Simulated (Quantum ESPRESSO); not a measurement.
# Magnetic state of Ba2FeMoO6 from several starts

A self-consistent run ends on one state, which hangs on the start. Several orders of Ba2FeMoO6 are started in Quantum ESPRESSO and their energies compared.

Method: LDA with U = 4.5 eV on Fe d and U = 2 eV on Mo d (ortho-atomic projectors); plane waves with GBRV 1.5 LDA potentials, no spin-orbit coupling, in Quantum ESPRESSO 7.5.

## (1) The starting structure

The structure is cubic, space group Fm-3m (No. 225). The conventional cell has a = 8.069 Å, b = 8.069 Å, c = 8.069 Å, α = 90.00°, β = 90.00°, γ = 90.00°. Nearest to Ba lie 12 O at 2.85 Å. Nearest to Fe lie 6 O at 2.07 Å. Mo has 6 O at 1.96 Å nearest. Nearest to O lie 1 Mo at 1.96 Å and 1 Fe at 2.07 Å and 4 Ba at 2.85 Å. Farther neighbours and most contacts between anions are not listed.

The cell comes from the Crystallography Open Database.

## (2) Start 1: ferro ++

The signs are those of the starting moments on the seeded atoms, the atoms that are given a moment.

The input, pw.in:

```
&CONTROL
  calculation = 'scf'
  prefix = 'pwscf'
  outdir = './tmp'
  pseudo_dir = './pseudo'
  disk_io = 'nowf'
/
&SYSTEM
  ibrav = 0
  celldm(1) = 8
  nat = 10
  ntyp = 4
  ecutwfc = 40
  ecutrho = 280
  nbnd = 60
  occupations = 'smearing'
  smearing = 'fd'
  degauss = 0.00367493
  nspin = 2
  starting_magnetization(1) = 0
  starting_magnetization(2) = 0.25
  starting_magnetization(3) = 0.1429
  starting_magnetization(4) = 0
/
&ELECTRONS
  conv_thr = 2d-08
  electron_maxstep = 150
  mixing_beta = 0.3
/
ATOMIC_SPECIES
Ba    137.3270 ba_lda_v1.uspp.F.UPF
Fe     55.8450 fe_lda_v1.5.uspp.F.UPF
Mo     95.9500 mo_lda_v1.uspp.F.UPF
O      15.9990 o_lda_v1.2.uspp.F.UPF
CELL_PARAMETERS alat
   0.0000000000000    0.9530125062253    0.9530125062253
   0.9530125062253    0.0000000000000    0.9530125062253
   0.9530125062253    0.9530125062253    0.0000000000000
ATOMIC_POSITIONS crystal
Ba      0.2500000000    0.2500000000    0.2500000000
Ba      0.7500000000    0.7500000000    0.7500000000
Fe      0.5000000000    0.5000000000    0.5000000000
Mo      0.0000000000    0.0000000000    0.0000000000
O       0.7568000000    0.2432000000    0.2432000000
O       0.2432000000    0.7568000000    0.2432000000
O       0.2432000000    0.7568000000    0.7568000000
O       0.7568000000    0.2432000000    0.7568000000
O       0.2432000000    0.2432000000    0.7568000000
O       0.7568000000    0.7568000000    0.2432000000
K_POINTS automatic
4 4 4 0 0 0
HUBBARD {ortho-atomic}
U Fe-3d 4.5000
U Mo-4d 2.0000
```

Run with:

```
> OMP_NUM_THREADS=1 mpirun -n 4 pw.x -nk 4 -in pw.in > pw.out
```

Output:

```text
Program PWSCF v.7.5 starts

     Message from routine setup:
     using ibrav=0 with symmetry is DISCOURAGED, use correct ibrav instead

     K-points division:     npool     =       4
     Subspace diagonalization in iterative solution of the eigenvalue problem:

     G-vector sticks info
     --------------------
     sticks:   dense  smooth     PW     G-vecs:    dense   smooth      PW
     Sum        2233    1285    367                70049    30395    4645

     Using Slab Decomposition

     bravais-lattice index     =            0
     lattice parameter (alat)  =       8.0000  a.u.
     unit-cell volume          =     886.3306 (a.u.)^3
     number of atoms/cell      =           10
     number of atomic types    =            4
     number of electrons       =        86.00
     number of Kohn-Sham states=           60
     kinetic-energy cutoff     =      40.0000  Ry
     charge density cutoff     =     280.0000  Ry
     scf convergence threshold =      2.0E-08
     mixing beta               =       0.3000
     number of iterations used =            8  plain     mixing
     Exchange-correlation= SLA  PZ   NOGX NOGC
                           (   1   1   0   0   0   0   0)
     Hubbard projectors: ortho-atomic
     Hubbard parameters of DFT+U (Dudarev formulation) in eV:
     U(Fe-3d) =  4.5000
     U(Mo-4d) =  2.0000

     Internal variables: lda_plus_u =T, lda_plus_u_kind = 0

     Internal variables: orbital_resolved =F, hub_pot_fix =F, apply_U = F

     celldm(1)=   8.000000  celldm(2)=   0.000000  celldm(3)=   0.000000
     celldm(4)=   0.000000  celldm(5)=   0.000000  celldm(6)=   0.000000

     crystal axes: (cart. coord. in units of alat)
               a(1) = (   0.000000   0.953013   0.953013 )
               a(2) = (   0.953013   0.000000   0.953013 )
               a(3) = (   0.953013   0.953013   0.000000 )

     reciprocal axes: (cart. coord. in units 2 pi/alat)
               b(1) = ( -0.524652  0.524652  0.524652 )
               b(2) = (  0.524652 -0.524652  0.524652 )
               b(3) = (  0.524652  0.524652 -0.524652 )

     PseudoPot. # 1 for Ba read from file:
     ba_lda_v1.uspp.F.UPF
     Pseudo is Ultrasoft + core correction, Zval = 10.0
     Generated by new atomic code, or converted to UPF format
     Using radial grid of  907 points,  7 beta functions with:
                l(1) =   0
                l(2) =   0
                l(3) =   1
                l(4) =   1
                l(5) =   2
                l(6) =   2
                l(7) =   3
     Q(r) pseudized with  6 coefficients,  rinner =    1.700   1.700   1.700
                                                       1.700   1.700   1.700
                                                       1.700

     PseudoPot. # 2 for Fe read from file:
     fe_lda_v1.5.uspp.F.UPF
     Pseudo is Ultrasoft + core correction, Zval = 16.0
     Generated by new atomic code, or converted to UPF format
     Using radial grid of  861 points,  6 beta functions with:
                l(1) =   0
                l(2) =   0
                l(3) =   1
                l(4) =   1
                l(5) =   2
                l(6) =   2
     Q(r) pseudized with  8 coefficients,  rinner =    1.000   1.000   1.000
                                                       1.000   1.000

     PseudoPot. # 3 for Mo read from file:
     mo_lda_v1.uspp.F.UPF
     Pseudo is Ultrasoft + core correction, Zval = 14.0
     Generated by new atomic code, or converted to UPF format
     Using radial grid of  889 points,  6 beta functions with:
                l(1) =   0
                l(2) =   0
                l(3) =   1
                l(4) =   1
                l(5) =   2
                l(6) =   2
     Q(r) pseudized with  6 coefficients,  rinner =    1.000   1.000   1.000
                                                       1.000   1.000

     PseudoPot. # 4 for O  read from file:
     o_lda_v1.2.uspp.F.UPF
     Pseudo is Ultrasoft + core correction, Zval =  6.0
     Generated by new atomic code, or converted to UPF format
     Using radial grid of  737 points,  5 beta functions with:
                l(1) =   0
                l(2) =   0
                l(3) =   1
                l(4) =   1
                l(5) =   2
     Q(r) pseudized with  8 coefficients,  rinner =    0.900   0.900   0.900
                                                       0.900   0.900

     atomic species   valence    mass     pseudopotential
     Ba               10.00   137.32700     Ba( 1.00)
     Fe               16.00    55.84500     Fe( 1.00)
     Mo               14.00    95.95000     Mo( 1.00)
     O                 6.00    15.99900     O ( 1.00)

     Starting magnetic structure
     atomic species   magnetization
     Ba              0.000
     Fe              0.250
     Mo              0.143
     O               0.000

     48 Sym. Ops., with inversion, found

   Cartesian axes

     site n.     atom                  positions (alat units)
         1        Ba     tau(   1) = (   0.4765063   0.4765063   0.4765063  )
         2        Ba     tau(   2) = (   1.4295188   1.4295188   1.4295188  )
         3        Fe     tau(   3) = (   0.9530125   0.9530125   0.9530125  )
         4        Mo     tau(   4) = (   0.0000000   0.0000000   0.0000000  )
         5        O      tau(   5) = (   0.4635453   0.9530125   0.9530125  )
         6        O      tau(   6) = (   0.9530125   0.4635453   0.9530125  )
         7        O      tau(   7) = (   1.4424797   0.9530125   0.9530125  )
         8        O      tau(   8) = (   0.9530125   1.4424797   0.9530125  )
         9        O      tau(   9) = (   0.9530125   0.9530125   0.4635453  )
        10        O      tau(  10) = (   0.9530125   0.9530125   1.4424797  )

     number of k points=     8  Fermi-Dirac smearing, width (Ry)=  0.0037
                       cart. coord. in units 2pi/alat
        k(    1) = (   0.0000000   0.0000000   0.0000000), wk =   0.0156250
        k(    2) = (   0.1311630   0.1311630  -0.1311630), wk =   0.1250000
        k(    3) = (  -0.2623260  -0.2623260   0.2623260), wk =   0.0625000
        k(    4) = (   0.2623260   0.0000000   0.0000000), wk =   0.0937500
        k(    5) = (  -0.1311630  -0.3934891   0.3934891), wk =   0.3750000
        k(    6) = (   0.0000000  -0.2623260   0.2623260), wk =   0.1875000
        k(    7) = (  -0.5246521   0.0000000   0.0000000), wk =   0.0468750
        k(    8) = (  -0.5246521   0.2623260   0.0000000), wk =   0.0937500

     Dense  grid:    70049 G-vectors     FFT dimensions: (  60,  60,  60)

     Smooth grid:    30395 G-vectors     FFT dimensions: (  45,  45,  45)

     Check: negative core charge=   -0.000012
     Generating pointlists ...
     new r_m :   0.2780 (alat units)  2.2242 (a.u.) for type    1
     new r_m :   0.2019 (alat units)  1.6152 (a.u.) for type    2
     new r_m :   0.1912 (alat units)  1.5297 (a.u.) for type    3
     new r_m :   0.1912 (alat units)  1.5297 (a.u.) for type    4

     Initial potential from superposition of free atoms

     starting charge      84.9737, renormalised to      86.0000

     negative rho (up, down):  9.848E-02 9.861E-02

     STARTING HUBBARD OCCUPATIONS:

     =================== HUBBARD OCCUPATIONS ===================
     ------------------------ ATOM    3 ------------------------
     Tr[ns(  3)] (up, down, total) =   5.00000  0.00000  5.00000
     Atomic magnetic moment for atom   3 =   5.00000
     [... lines left out ...]
     ------------------------ ATOM    4 ------------------------
     Tr[ns(  4)] (up, down, total) =   4.00000  0.00000  4.00000
     Atomic magnetic moment for atom   4 =   4.00000
     [... lines left out ...]
     Number of occupied Hubbard levels =    9.0000

     Atomic wfc used for Hubbard projectors are orthogonalized

     Starting wfcs are   76 randomized atomic wfcs

     Self-consistent Calculation

     iteration #  1     ecut=    40.00 Ry     beta= 0.30
     Davidson diagonalization with overlap
     ethr =  1.00E-02,  avg # of iterations =  2.2

     =================== HUBBARD OCCUPATIONS ===================
     ------------------------ ATOM    3 ------------------------
     Tr[ns(  3)] (up, down, total) =   4.97906  1.45835  6.43741
     Atomic magnetic moment for atom   3 =   3.52071
     [... lines left out ...]
     ------------------------ ATOM    4 ------------------------
     Tr[ns(  4)] (up, down, total) =   1.05988  0.76806  1.82794
     Atomic magnetic moment for atom   4 =   0.29182
     [... lines left out ...]
     Number of occupied Hubbard levels =    8.2654

     negative rho (up, down):  9.592E-02 9.600E-02

     total energy              =    -723.77439283 Ry
     estimated scf accuracy    <       4.26224962 Ry

     total magnetization       =     4.00 Bohr mag/cell
     absolute magnetization    =     4.07 Bohr mag/cell

     iteration #  2     ecut=    40.00 Ry     beta= 0.30
     Davidson diagonalization with overlap
     ethr =  4.96E-03,  avg # of iterations =  2.5

     negative rho (up, down):  9.448E-02 9.466E-02

     total energy              =    -724.47463512 Ry
     estimated scf accuracy    <       1.76317160 Ry

     total magnetization       =     5.58 Bohr mag/cell
     absolute magnetization    =     5.61 Bohr mag/cell

     iteration #  3     ecut=    40.00 Ry     beta= 0.30
     Davidson diagonalization with overlap
     ethr =  2.05E-03,  avg # of iterations =  1.8

     negative rho (up, down):  9.329E-02 9.346E-02

     total energy              =    -724.70266831 Ry
     estimated scf accuracy    <       0.44621004 Ry

     total magnetization       =     4.00 Bohr mag/cell
     absolute magnetization    =     4.08 Bohr mag/cell

     [... further iterations left out ...]

     iteration # 11     ecut=    40.00 Ry     beta= 0.30
     Davidson diagonalization with overlap
     ethr =  2.05E-07,  avg # of iterations =  1.2

     negative rho (up, down):  9.003E-02 8.926E-02

     total energy              =    -724.78684267 Ry
     estimated scf accuracy    <       0.00000805 Ry

     total magnetization       =     4.00 Bohr mag/cell
     absolute magnetization    =     5.15 Bohr mag/cell

     iteration # 12     ecut=    40.00 Ry     beta= 0.30
     Davidson diagonalization with overlap
     ethr =  9.36E-09,  avg # of iterations =  2.0

     negative rho (up, down):  9.005E-02 8.928E-02

     total energy              =    -724.78684499 Ry
     estimated scf accuracy    <       0.00000210 Ry

     total magnetization       =     4.00 Bohr mag/cell
     absolute magnetization    =     5.15 Bohr mag/cell

     iteration # 13     ecut=    40.00 Ry     beta= 0.30
     Davidson diagonalization with overlap
     ethr =  2.45E-09,  avg # of iterations =  1.9

     negative rho (up, down):  9.005E-02 8.928E-02

     total energy              =    -724.78684570 Ry
     estimated scf accuracy    <       0.00000013 Ry

     total magnetization       =     4.00 Bohr mag/cell
     absolute magnetization    =     5.15 Bohr mag/cell

     iteration # 14     ecut=    40.00 Ry     beta= 0.30
     Davidson diagonalization with overlap
     ethr =  1.57E-10,  avg # of iterations =  2.0

     negative rho (up, down):  9.004E-02 8.928E-02

     Magnetic moment per site  (integrated on atomic sphere of radius R)
     atom   1 (R=0.278)  charge=  6.9027  magn= -0.0057
     atom   2 (R=0.278)  charge=  6.9027  magn= -0.0057
     atom   3 (R=0.202)  charge= 13.2024  magn=  3.8140
     atom   4 (R=0.191)  charge=  8.8746  magn= -0.3086
     atom   5 (R=0.191)  charge=  5.3780  magn=  0.0792
     atom   6 (R=0.191)  charge=  5.3780  magn=  0.0792
     atom   7 (R=0.191)  charge=  5.3780  magn=  0.0792
     atom   8 (R=0.191)  charge=  5.3780  magn=  0.0792
     atom   9 (R=0.191)  charge=  5.3780  magn=  0.0792
     atom  10 (R=0.191)  charge=  5.3780  magn=  0.0792

     End of self-consistent calculation

     =================== HUBBARD OCCUPATIONS ===================
     ------------------------ ATOM    3 ------------------------
     Tr[ns(  3)] (up, down, total) =   4.96126  0.89961  5.86086
     Atomic magnetic moment for atom   3 =   4.06165
     [... lines left out ...]
     ------------------------ ATOM    4 ------------------------
     Tr[ns(  4)] (up, down, total) =   1.74146  2.28784  4.02930
     Atomic magnetic moment for atom   4 =  -0.54638
     [... lines left out ...]
     Number of occupied Hubbard levels =    9.8902

     [... lines left out ...]
     the Fermi energy is    12.4546 ev

!    total energy              =    -724.78684573 Ry
     estimated scf accuracy    <       0.00000002 Ry
     smearing contrib. (-TS)   =      -0.00079852 Ry
     internal energy E=F+TS    =    -724.78604721 Ry

     The total energy is F=E-TS. E is the sum of the following terms:
     one-electron contribution =    -281.62682494 Ry
     hartree contribution      =     191.01441234 Ry
     xc contribution           =    -146.89286371 Ry
     ewald contribution        =    -487.58168434 Ry
     Hubbard energy            =       0.30091343 Ry

     total magnetization       =     4.00 Bohr mag/cell
     absolute magnetization    =     5.15 Bohr mag/cell

     convergence has been achieved in  14 iterations

=------------------------------------------------------------------------------=
   JOB DONE.
=------------------------------------------------------------------------------=
```

The job ended after 35 s (4 MPI ranks of Arm Neoverse V2, shared host; peak memory 0.85 GiB; 2.3 min of CPU time).

Spin moment in the atom's sphere by atom:

| atom | spin moment in the atom's sphere (μB) |
| --- | --- |
| Ba1 | -0.01 |
| Ba2 | -0.01 |
| Fe3 | 3.81 |
| Mo4 | -0.31 |
| O5 | 0.08 |
| O6 | 0.08 |
| O7 | 0.08 |
| O8 | 0.08 |
| O9 | 0.08 |
| O10 | 0.08 |

Read from the output:

```
smearing term TS       : 0.01086 eV
magnetization          : 4 μB
absolute magnetization : 5.146 μB
final state            : ferrimagnetic
```

The typed signs were not kept.

(Continued in part 2 of 2.)

[Logs and program files are shortened in this print: banners, set-up blocks, solver, clock and traceback lines can be left out without a mark of their own.]

[Logs are printed without paths, hosts, clocks, repeated set-up lines and the standing remarks that a program may print on its own settings, such as how far it seeks lower states.]

[Hosts, paths, dates, database ids (printed as entryN), source tags and the programs' standing remarks are cut or masked in the printed files.]

[Where a cell is said to come from a database of computed structures, the database is the Materials Project.]
